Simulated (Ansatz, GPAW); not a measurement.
## Ballistic transport through 1,3-diethynylbenzene between two Ir chains, from relaxation to T(E)

How well does 1,3-diethynylbenzene between two Ir chains conduct once its atoms have relaxed, and how much do cheaper levels lose?

Program: GPAW 26.7.0 and Ansatz 0.2.0. Level of theory: Ansatz plane waves; relaxation of the junction with the lead ends held, in the first sound run; inputs show where later runs differ. Results are calculated unless marked as measured.

### 1. Starting point

The cell holds 30 atoms: 16 Ir, 10 C and 4 H. Cell: a = 17.220 Å, b = 9.000 Å, c = 45.331 Å, α = 90.0°, β = 90.0°, γ = 90.0°. Regions: left lead, 8 atoms (8 Ir); channel, 14 atoms (10 C and 4 H); right lead, 8 atoms (8 Ir). Vacuum lies along a and b. The structure is stacked along c, and the current runs across the ab planes.

### 2. Relaxation

Transmission follows bond lengths closely, so the atoms between the held lead ends are relaxed first, from a slightly shaken start that lets symmetry break.

input.yaml reads:

```yaml
crystal:
  lattice:
    - [17.2197910666, 0.0, 0.0]
    - [0.0, 9.0, 0.0]
    - [0.0, 0.0, 45.330646924]
  atoms:
    - { symbol: Ir, position: [0.5, 0.5, 0.0253691504] }
    - { symbol: Ir, position: [0.5, 0.5, 0.0761074512] }
    - { symbol: Ir, position: [0.5, 0.5, 0.1268457521] }
    - { symbol: Ir, position: [0.5, 0.5, 0.1775840529] }
    - { symbol: Ir, position: [0.5, 0.5, 0.2283223537] }
    - { symbol: Ir, position: [0.5, 0.5, 0.2790606545] }
    - { symbol: Ir, position: [0.5027433105, 0.5024776113, 0.3291570791] }
    - { symbol: Ir, position: [0.4996306498, 0.4990442336, 0.3821007143] }
    - { symbol: C, position: [0.5484699581, 0.5045859709, 0.423094903] }
    - { symbol: C, position: [0.5867325847, 0.4999907216, 0.44622094] }
    - { symbol: H, position: [0.740398991, 0.500365117, 0.4530763631] }
    - { symbol: C, position: [0.6270454125, 0.5041093888, 0.4745069955] }
    - { symbol: C, position: [0.7074248744, 0.4993759051, 0.473608723] }
    - { symbol: H, position: [0.8083760162, 0.5010272852, 0.4996530544] }
    - { symbol: C, position: [0.7467080496, 0.4947375085, 0.4998513503] }
    - { symbol: C, position: [0.586716755, 0.4982389909, 0.4993978792] }
    - { symbol: H, position: [0.5216912133, 0.4994953831, 0.4992330722] }
    - { symbol: C, position: [0.7066482484, 0.4964152355, 0.5265796051] }
    - { symbol: C, position: [0.6294757211, 0.5005513988, 0.5280073635] }
    - { symbol: H, position: [0.7383357809, 0.4962130741, 0.5471667106] }
    - { symbol: C, position: [0.5851007494, 0.5012470577, 0.5542948278] }
    - { symbol: C, position: [0.5495626908, 0.5029527648, 0.576927548] }
    - { symbol: Ir, position: [0.501219688, 0.5014954649, 0.6196293291] }
    - { symbol: Ir, position: [0.5003851998, 0.4975907904, 0.6705590986] }
    - { symbol: Ir, position: [0.5, 0.5, 0.7209393455] }
    - { symbol: Ir, position: [0.5, 0.5, 0.7716776463] }
    - { symbol: Ir, position: [0.5, 0.5, 0.8224159471] }
    - { symbol: Ir, position: [0.5, 0.5, 0.8731542479] }
    - { symbol: Ir, position: [0.5, 0.5, 0.9238925488] }
    - { symbol: Ir, position: [0.5, 0.5, 0.9746308496] }
kpoints:
  mp_grid: { grid: [1, 1, 2] }
hamiltonian:
  xc: pbe
scf:
  occupations: { method: fermi_dirac, width: 0.1 }
relax:
  f_tol: 0.03
  max_steps: 80
  constraints: [{ sites: [0, 1, 2, 3, 4, 5, 24, 25, 26, 27, 28, 29] }]
```

Launch:

```
ansatz run input.yaml --threads 4 --pin off --max-ram 8192MiB --backend cpu --events-out ev --progress --plain --runs-dir out
```

Numbers of over 12 decimals in the logs are rounded to 6 here.

The log of the run:

```text
Engine: ansatz 0.2.0, aarch64-unknown-linux-gnu
Pseudopotentials: kind: paw
Pseudopotential: Ir, paw, valence charge 17, recommended cutoff 420 eV (normal), Ir.paw.azcp
Pseudopotential: C, paw, valence charge 4, recommended cutoff 420 eV (normal), C.paw.azcp
Pseudopotential: H, paw, valence charge 1, recommended cutoff 420 eV (normal), H.paw.azcp
Functional definition: PBE
  parameter kappa = 0.804
  parameter beta = 0.066725
  exchange = pbe_x(kappa = kappa, mu = beta*pi^2/3)
  correlation = pbe_c(beta = beta)
Crystal: 30 atoms, lattice volume = 7025.258 Å³
Basis set: ecut = 420 eV, 137281 PW (Γ), exchange–correlation on 240×128×640 points (8 copies of the dense FFT grid, shifted against one another)
Bands: 190, of which v1, the nominal top of the filled ones, is band 158 counted from 1 (157 counted from 0)
Symmetry: 1 space group operations
Space group: P1 (ITA 1), of the structure as read, at distance tolerance 1.9e-4 Å
k-points: 2
Non-local potential: Ir, projectors of the file, l = 0: 3, l = 1: 2, l = 2: 2, l = 3: 1
Non-local potential: C, projectors of the file, l = 0: 2, l = 1: 2, l = 2: 1
Non-local potential: H, projectors of the file, l = 0: 2, l = 1: 1
PAW form: soft (Blöchl's): semilocal exchange-correlation on the pseudo side does not see the compensation charge
PAW one-centre angular grid: Ir, 590 points (default); XC on 64 Gauss nodes
PAW one-centre angular grid: C, 110 points (default); XC on 64 Gauss nodes
PAW one-centre angular grid: H, 110 points (default); XC on 64 Gauss nodes
Initial density: superposition of atomic densities (neutral atoms: chi_scale 0, normalization atom), corrected by the library's trained network
Initial wavefunctions: pseudopotential atomic-orbital guess
Functional: x = pbe(κ = 0.804, μ = 0.219515), c = pbe(β = 0.066725)
SCF iter   1: F=—  HF=-193470.258022 eV  |F-HF|=—  |Δ(HF+E_count)|=         —  Δρ=7.63e-3  dr2=1.45e1  ethr=1.77e-3  ⟨swp⟩=9.5  Hψ=1733  notcnv=0  defer=2
preconditioner: auto → LDOS  [metal: Δε(μ)=0.023 eV  Ē_g=4.804 eV  σ=0.100 eV  W_gap=0.06  n_scr=530 (ndim 8)  ℏωp=6.0 eV  f_vac=0.849  D(μ)=62.36/eV (n_scr^D=234)  β→1.0]
SCF iter   2: F=—  HF=-193470.143852 eV  |F-HF|=—  |Δ(HF+E_count)|=   1.14e-1  Δρ=2.87e-3  dr2=8.75e-1  ethr=1.77e-3  ⟨swp⟩=2.0  Hψ=613  notcnv=0  defer=8
SCF iter   3: F=—  HF=-193470.203725 eV  |F-HF|=—  |Δ(HF+E_count)|=   5.99e-2  Δρ=3.04e-3  dr2=9.64e-1  ethr=2.77e-4  ⟨swp⟩=2.0  Hψ=622  notcnv=0  defer=8
SCF iter   4: F=—  HF=-193470.098157 eV  |F-HF|=—  |Δ(HF+E_count)|=   1.06e-1  Δρ=8.30e-4  dr2=1.17e-1  ethr=2.77e-4  ⟨swp⟩=2.0  Hψ=605  notcnv=0  defer=8
SCF iter   5: F=—  HF=-193470.096308 eV  |F-HF|=—  |Δ(HF+E_count)|=   1.85e-3  Δρ=4.31e-4  dr2=2.82e-2  ethr=3.71e-5  ⟨swp⟩=1.0  Hψ=438  notcnv=0  defer=8
SCF iter   6: F=—  HF=-193470.096071 eV  |F-HF|=—  |Δ(HF+E_count)|=   2.37e-4  Δρ=1.92e-4  dr2=5.52e-3  ethr=8.92e-6  ⟨swp⟩=2.0  Hψ=393  notcnv=0  defer=8
SCF iter   7: F=—  HF=-193470.096436 eV  |F-HF|=—  |Δ(HF+E_count)|=   3.65e-4  Δρ=1.07e-4  dr2=1.53e-3  ethr=1.75e-6  ⟨swp⟩=2.0  Hψ=506  notcnv=0  defer=8
SCF iter   8: F=—  HF=-193470.096601 eV  |F-HF|=—  |Δ(HF+E_count)|=   1.65e-4  Δρ=3.97e-5  dr2=2.59e-4  ethr=4.84e-7  ⟨swp⟩=2.0  Hψ=547  notcnv=0  defer=8
SCF iter   9: F=—  HF=-193470.096642 eV  |F-HF|=—  |Δ(HF+E_count)|=   4.06e-5  Δρ=1.67e-5  dr2=5.11e-5  ethr=8.20e-8  ⟨swp⟩=2.0  Hψ=478  notcnv=0  defer=8
SCF iter  10: F=-193470.096649 eV  HF=-193470.096649 eV  |F-HF|=7.58e-8  |Δ(HF+E_count)|=   6.79e-6  Δρ=8.96e-6  dr2=1.38e-5  ethr=7.12e-9  ⟨swp⟩=4.0  Hψ=1088  notcnv=0
SCF 1 converged in 10 iterations: F = -193470.096649 eV  dr2 = 1.38e-5
  greatest PAW one-centre occupation: 1.000 electrons in one spin orbital (limit 2), on the Ir atom at site 24 (counted from 0), in its partial waves of l = 1
relax step   1: F+E_penalty+E_count = -193470.09664879 eV  Δ(F+E_penalty+E_count) = +0.000e0 eV  max|allowed force component| = 5.824e0 eV/Å  Δτ_max = 0.0000 Å  (10 SCF iters, dr2 threshold 2.25e-5 eV, accepted)
Initial density: handed on by an earlier stage of this run
Initial wavefunctions: those handed on with the density
iter 1 solved again at ethr=1.77e-3 eV; its pass at ethr=3.10e-3 eV (dr2=5.60e0 eV) is discarded
SCF iter   1: F=—  HF=-193471.908382 eV  |F-HF|=—  |Δ(HF+E_count)|=         —  Δρ=7.92e-3  dr2=5.58e0  ethr=1.77e-3  ⟨swp⟩=1.0  Hψ=1627  notcnv=0  defer=8
preconditioner: auto → LDOS  [metal: Δε(μ)=0.011 eV  Ē_g=4.829 eV  σ=0.100 eV  W_gap=0.03  n_scr=530 (ndim 8)  ℏωp=6.0 eV  f_vac=0.851  D(μ)=56.86/eV (n_scr^D=208)  β→1.0]
SCF iter   2: F=—  HF=-193471.334980 eV  |F-HF|=—  |Δ(HF+E_count)|=   5.73e-1  Δρ=2.84e-3  dr2=7.35e-1  ethr=1.77e-3  ⟨swp⟩=3.0  Hψ=623  notcnv=0  defer=8
SCF iter   3: F=—  HF=-193471.304618 eV  |F-HF|=—  |Δ(HF+E_count)|=   3.04e-2  Δρ=1.60e-3  dr2=2.93e-1  ethr=2.33e-4  ⟨swp⟩=3.0  Hψ=766  notcnv=0  defer=8
SCF iter   4: F=—  HF=-193471.258442 eV  |F-HF|=—  |Δ(HF+E_count)|=   4.62e-2  Δρ=6.03e-4  dr2=4.88e-2  ethr=9.27e-5  ⟨swp⟩=2.0  Hψ=580  notcnv=0  defer=8
SCF iter   5: F=—  HF=-193471.254096 eV  |F-HF|=—  |Δ(HF+E_count)|=   4.35e-3  Δρ=2.54e-4  dr2=1.37e-2  ethr=1.55e-5  ⟨swp⟩=2.0  Hψ=470  notcnv=0  defer=8
SCF iter   6: F=—  HF=-193471.253944 eV  |F-HF|=—  |Δ(HF+E_count)|=   1.52e-4  Δρ=1.48e-4  dr2=3.09e-3  ethr=4.34e-6  ⟨swp⟩=2.0  Hψ=428  notcnv=0  defer=8
SCF iter   7: F=—  HF=-193471.253723 eV  |F-HF|=—  |Δ(HF+E_count)|=   2.21e-4  Δρ=4.44e-5  dr2=3.22e-4  ethr=9.78e-7  ⟨swp⟩=2.0  Hψ=561  notcnv=0  defer=8
SCF iter   8: F=—  HF=-193471.253798 eV  |F-HF|=—  |Δ(HF+E_count)|=   7.55e-5  Δρ=2.60e-5  dr2=1.18e-4  ethr=1.02e-7  ⟨swp⟩=2.0  Hψ=558  notcnv=0  defer=8
SCF iter   9: F=-193471.253817 eV  HF=-193471.253833 eV  |F-HF|=1.59e-5  |Δ(HF+E_count)|=   3.41e-5  Δρ=1.30e-5  dr2=2.85e-5  ethr=3.16e-8  ⟨swp⟩=2.5  Hψ=1052  notcnv=0
SCF 2 converged in 9 iterations: F = -193471.253817 eV  dr2 = 2.85e-5
relax step   2: F+E_penalty+E_count = -193471.25381664 eV  Δ(F+E_penalty+E_count) = -1.157e0 eV  max|allowed force component| = 2.198e0 eV/Å  Δτ_max = 0.1914 Å  (9 SCF iters, dr2 threshold 1.00e-4 eV, accepted)
iter 1 solved again at ethr=1.74e-4 eV; its pass at ethr=3.10e-3 eV (dr2=5.50e-1 eV) is discarded
SCF iter   1: F=—  HF=-193471.858191 eV  |F-HF|=—  |Δ(HF+E_count)|=         —  Δρ=3.08e-3  dr2=6.08e-1  ethr=1.74e-4  ⟨swp⟩=2.0  Hψ=1475  notcnv=0  defer=8
preconditioner: auto → LDOS  [metal: Δε(μ)=0.023 eV  Ē_g=4.841 eV  σ=0.100 eV  W_gap=0.06  n_scr=530 (ndim 8)  ℏωp=6.0 eV  f_vac=0.850  D(μ)=55.24/eV (n_scr^D=204)  β→1.0]
SCF iter   2: F=—  HF=-193471.792080 eV  |F-HF|=—  |Δ(HF+E_count)|=   6.61e-2  Δρ=1.42e-3  dr2=1.53e-1  ethr=1.74e-4  ⟨swp⟩=2.0  Hψ=740  notcnv=0  defer=8
[...]
[... from here on, the SCF cycles and remarks between the steps are left out ...]
relax step   4: F+E_penalty+E_count = -193472.10499502 eV  Δ(F+E_penalty+E_count) = -3.403e-1 eV  max|allowed force component| = 5.078e-1 eV/Å  Δτ_max = 0.1944 Å  (8 SCF iters, dr2 threshold 1.00e-4 eV, accepted)
relax step   5: F+E_penalty+E_count = -193472.33766613 eV  Δ(F+E_penalty+E_count) = -2.327e-1 eV  max|allowed force component| = 3.855e-1 eV/Å  Δτ_max = 0.1997 Å  (8 SCF iters, dr2 threshold 4.84e-5 eV, accepted)
relax step   6: F+E_penalty+E_count = -193472.55885097 eV  Δ(F+E_penalty+E_count) = -2.212e-1 eV  max|allowed force component| = 4.198e-1 eV/Å  Δτ_max = 0.2000 Å  (8 SCF iters, dr2 threshold 4.22e-5 eV, accepted)
relax step   7: F+E_penalty+E_count = -193472.72672968 eV  Δ(F+E_penalty+E_count) = -1.679e-1 eV  max|allowed force component| = 2.379e-1 eV/Å  Δτ_max = 0.2000 Å  (8 SCF iters, dr2 threshold 1.00e-4 eV, accepted)
relax step   8: F+E_penalty+E_count = -193472.77647767 eV  Δ(F+E_penalty+E_count) = -4.975e-2 eV  max|allowed force component| = 7.448e-2 eV/Å  Δτ_max = 0.1270 Å  (8 SCF iters, dr2 threshold 1.82e-5 eV, accepted)
relax step   9: F+E_penalty+E_count = -193472.80319640 eV  Δ(F+E_penalty+E_count) = -2.672e-2 eV  max|allowed force component| = 9.256e-2 eV/Å  Δτ_max = 0.1958 Å  (11 SCF iters, accepted)
relax step  10: F+E_penalty+E_count = -193472.80959693 eV  Δ(F+E_penalty+E_count) = -6.401e-3 eV  max|allowed force component| = 5.303e-2 eV/Å  Δτ_max = 0.1059 Å  (11 SCF iters, accepted)
relax step  11: F+E_penalty+E_count = -193472.81185476 eV  Δ(F+E_penalty+E_count) = -2.258e-3 eV  max|allowed force component| = 5.623e-2 eV/Å  Δτ_max = 0.0775 Å  (9 SCF iters, dr2 threshold 9.23e-7 eV, accepted)
relax step  12: F+E_penalty+E_count = -193472.81208473 eV  Δ(F+E_penalty+E_count) = -2.300e-4 eV  max|allowed force component| = 4.942e-2 eV/Å  Δτ_max = 0.0254 Å  (8 SCF iters, dr2 threshold 1.04e-6 eV, accepted)
relax step  13: F+E_penalty+E_count = -193472.81234762 eV  Δ(F+E_penalty+E_count) = -2.629e-4 eV  max|allowed force component| = 1.815e-2 eV/Å  Δτ_max = 0.0068 Å  (6 SCF iters, dr2 threshold 1.89e-6 eV, accepted)
iter 1 solved again at ethr=3.56e-10 eV; its pass at ethr=3.10e-3 eV (dr2=1.13e-6 eV) is discarded
SCF iter   1: F=—  HF=-193472.812358 eV  |F-HF|=—  |Δ(HF+E_count)|=         —  Δρ=2.57e-6  dr2=1.12e-6  ethr=3.56e-10  ⟨swp⟩=1.0  Hψ=942  notcnv=0  defer=4
preconditioner: auto → LDOS  [metal: Δε(μ)=0.070 eV  Ē_g=4.860 eV  σ=0.100 eV  W_gap=0.17  n_scr=530 (ndim 8)  ℏωp=6.0 eV  f_vac=0.850  D(μ)=52.87/eV (n_scr^D=196)  β→1.0]
SCF iter   2: F=—  HF=-193472.812348 eV  |F-HF|=—  |Δ(HF+E_count)|=   1.00e-5  Δρ=1.67e-6  dr2=3.16e-7  ethr=3.55e-10  ⟨swp⟩=2.0  Hψ=553  notcnv=0  defer=4
SCF iter   3: F=—  HF=-193472.812348 eV  |F-HF|=—  |Δ(HF+E_count)|=   2.92e-7  Δρ=1.51e-6  dr2=2.58e-7  ethr=3.16e-11  ⟨swp⟩=5.0  Hψ=1354  notcnv=0
SCF iter   4: F=-193472.812349 eV  HF=-193472.812349 eV  |F-HF|=2.87e-8  |Δ(HF+E_count)|=   1.94e-7  Δρ=2.46e-7  dr2=7.88e-9  ethr=3.16e-11  ⟨swp⟩=3.0  Hψ=1359  notcnv=0
SCF 14 converged in 4 iterations: F = -193472.812349 eV  dr2 = 7.88e-9
relax step  14: F+E_penalty+E_count = -193472.81234857 eV  Δ(F+E_penalty+E_count) = -9.419e-7 eV  max|allowed force component| = 1.786e-2 eV/Å  Δτ_max = 0.0000 Å  (4 SCF iters, accepted)
SCF converged after 4 iterations
Free energy (F): -193472.812349 eV
Harris-Foulkes:  -193472.812349 eV  (|F-HF|=2.87e-8)
Internal energy: -193471.138825 eV  (E = F + TS)
E sigma→0 (E₀):  -193471.975587 eV
Entropy (-TS):   -1.673524 eV (-55.784 meV/atom)
Fermi energy:    -4.446141 eV
--- Per-component energies (eV) ---
  E_band       = -9583.378106
  E_kinetic    = 10834.449586
  E_local      = -121033.805086  (includes V_loc(G=0)·N_el)
  E_nonlocal   = 1504.975550
  E_hartree    = 54118.622020
  E_xc         = -4718.826847
  E_vxc        = -5323.326714  (∫ρ·V_xc dr)
  E_paw        = -148584.005851  (= ΣΔE_a)
  E_vpaw       = -3802.910666  (= ΣTr[D̂ρ^β])
  E_aug_tail   = -0.004312  (compensation charges beyond the density's cutoff)
  E_ewald      = 14407.456116
  E_smearing   = -1.673524  (= −TS)
  E_closure    = -0.000000  (closes the sum)
  Σ components = -193472.812349   (vs F -193472.812349, Δ=0.00e0)
--- Forces (eV/Å), atoms counted from 1 ---
  atom   1  Ir    -0.01263184     0.00003777    -0.01881637
  atom   2  Ir    -0.02549815     0.00005863    -0.05329509
  atom   3  Ir     0.03394583    -0.00008077    -0.03712902
  atom   4  Ir    -0.00282568     0.00000277     0.19658685
  atom   5  Ir     0.46415087    -0.00107600     0.08389221
  atom   6  Ir    -0.45907115     0.00116635     0.98923453
  atom   7  Ir    -0.00057396    -0.00002055     0.00183924
  atom   8  Ir     0.00076357    -0.00020854     0.00045479
  atom   9  C     -0.00038443     0.00008925    -0.00281573
  atom  10  C     -0.00686579     0.00019200    -0.01786194
  atom  11  H     -0.00745899    -0.00017578     0.00428161
  atom  12  C      0.00517437     0.00034803     0.01432508
  atom  13  C      0.00766147    -0.00015029     0.00434963
  atom  14  H      0.00072948     0.00004783     0.00121306
  atom  15  C      0.00146452     0.00000335    -0.00259881
  atom  16  C      0.00208688    -0.00027845     0.00404513
  atom  17  H      0.00314727    -0.00017805    -0.00093067
  atom  18  C      0.00427130    -0.00012332    -0.00451730
  atom  19  C     -0.00127146     0.00008088    -0.00399473
  atom  20  H     -0.00093020     0.00005377    -0.00105670
  atom  21  C     -0.00547104     0.00028282     0.01227944
  atom  22  C      0.00082790    -0.00043394    -0.00356971
  atom  23  Ir     0.00037322     0.00044951    -0.00034188
  atom  24  Ir    -0.00060546     0.00014237     0.00138593
  atom  25  Ir    -0.45771292     0.00095316    -0.99486859
  atom  26  Ir     0.46374931    -0.00119897    -0.08448724
  atom  27  Ir    -0.00265748     0.00001434    -0.19665625
  atom  28  Ir     0.03366318    -0.00008931     0.03689978
  atom  29  Ir    -0.02511857     0.00006313     0.05318744
  atom  30  Ir    -0.01287806     0.00002818     0.01895922
  max |Σ_I F_I| component: 5.40e-5 eV/Å
--- Relaxed structure (14 steps of the walk, 14 accepted, 0 SCFs on fresh bases) ---
  F+E_penalty+E_count = -193472.81234857 eV   max|allowed force component| = 1.786e-2 eV/Å
  atoms:
    - { symbol: Ir, position: [0.5, 0.5, 0.025369] }
    - { symbol: Ir, position: [0.5, 0.5, 0.076107] }
    - { symbol: Ir, position: [0.5, 0.5, 0.1268457521] }
    - { symbol: Ir, position: [0.5, 0.5, 0.177584] }
    - { symbol: Ir, position: [0.5, 0.5, 0.228322] }
    - { symbol: Ir, position: [0.5, 0.5, 0.2790606545] }
    - { symbol: Ir, position: [0.557271, 0.499755, 0.326389] }
    - { symbol: Ir, position: [0.503360, 0.500023, 0.373020] }
    - { symbol: C, position: [0.533121, 0.499872, 0.414728] }
    - { symbol: C, position: [0.542727, 0.499830, 0.442396] }
    - { symbol: H, position: [0.687484, 0.499362, 0.452549] }
    - { symbol: C, position: [0.572960, 0.499726, 0.472248] }
    - { symbol: C, position: [0.655549, 0.499452, 0.473292] }
    - { symbol: H, position: [0.758599, 0.499087, 0.499966] }
    - { symbol: C, position: [0.695300, 0.499303, 0.499970] }
    - { symbol: C, position: [0.532390, 0.499864, 0.499967] }
    - { symbol: H, position: [0.469119, 0.500092, 0.499970] }
    - { symbol: C, position: [0.655542, 0.499423, 0.526645] }
    - { symbol: C, position: [0.572959, 0.499710, 0.527687] }
    - { symbol: H, position: [0.687431, 0.499297, 0.547394] }
    - { symbol: C, position: [0.542734, 0.499804, 0.557552] }
    - { symbol: C, position: [0.533128, 0.499832, 0.585223] }
    - { symbol: Ir, position: [0.503365, 0.499902, 0.626938] }
    - { symbol: Ir, position: [0.557199, 0.499700, 0.673584] }
    - { symbol: Ir, position: [0.5, 0.5, 0.720939] }
    - { symbol: Ir, position: [0.5, 0.5, 0.771678] }
    - { symbol: Ir, position: [0.5, 0.5, 0.822416] }
    - { symbol: Ir, position: [0.5, 0.5, 0.873154] }
    - { symbol: Ir, position: [0.5, 0.5, 0.923893] }
    - { symbol: Ir, position: [0.5, 0.5, 0.974631] }
```

The job ended after 22 min (4 threads of Arm Neoverse N1, shared host; peak memory 7.3 GiB).

Step by step:

| step | energy less that of the first step (eV) | largest force component (eV/Å) |
| --- | --- | --- |
| 1 | 0.0000 | 5.8237 |
| 2 | -1.1572 | 2.1983 |
| 3 | -1.6680 | 0.9528 |
| 4 | -2.0083 | 0.5078 |
| 5 | -2.2410 | 0.3855 |
| 6 | -2.4622 | 0.4198 |
| 7 | -2.6301 | 0.2379 |
| 8 | -2.6798 | 0.0745 |
| 9 | -2.7065 | 0.0926 |
| 10 | -2.7129 | 0.0530 |
| 11 | -2.7152 | 0.0562 |
| 12 | -2.7154 | 0.0494 |
| 13 | -2.7157 | 0.0181 |
| 14 | -2.7157 | 0.0179 |

The atoms that moved most (Å):

| atom | dx | dy | dz | length |
| --- | --- | --- | --- | --- |
| Ir24 | 0.978 | 0.019 | 0.137 | 0.988 |
| C19 | -0.973 | -0.008 | -0.015 | 0.973 |
| Ir7 | 0.939 | -0.025 | -0.125 | 0.948 |
| C12 | -0.931 | -0.039 | -0.102 | 0.938 |
| C16 | -0.935 | 0.015 | 0.026 | 0.936 |
| H11 | -0.911 | -0.009 | -0.024 | 0.912 |
| H17 | -0.905 | 0.005 | 0.033 | 0.906 |
| C13 | -0.893 | 0.001 | -0.014 | 0.893 |

Numbers from this step:

```yaml
free_energy: -193472.8123 eV
smearing_term_ts: 1.674 eV
symmetry_operations: 1
```

The relaxation lowered the energy of the cell by 2.72 eV.

[end of part 1 of 4]

[Logs are printed without paths, hosts, clocks, repeated set-up lines and the standing remarks that a program may print on its own settings, such as how far it seeks lower states.]

[Hosts, paths, dates, database ids (printed as entryN), source tags and the programs' standing remarks are cut or masked in the printed files.]
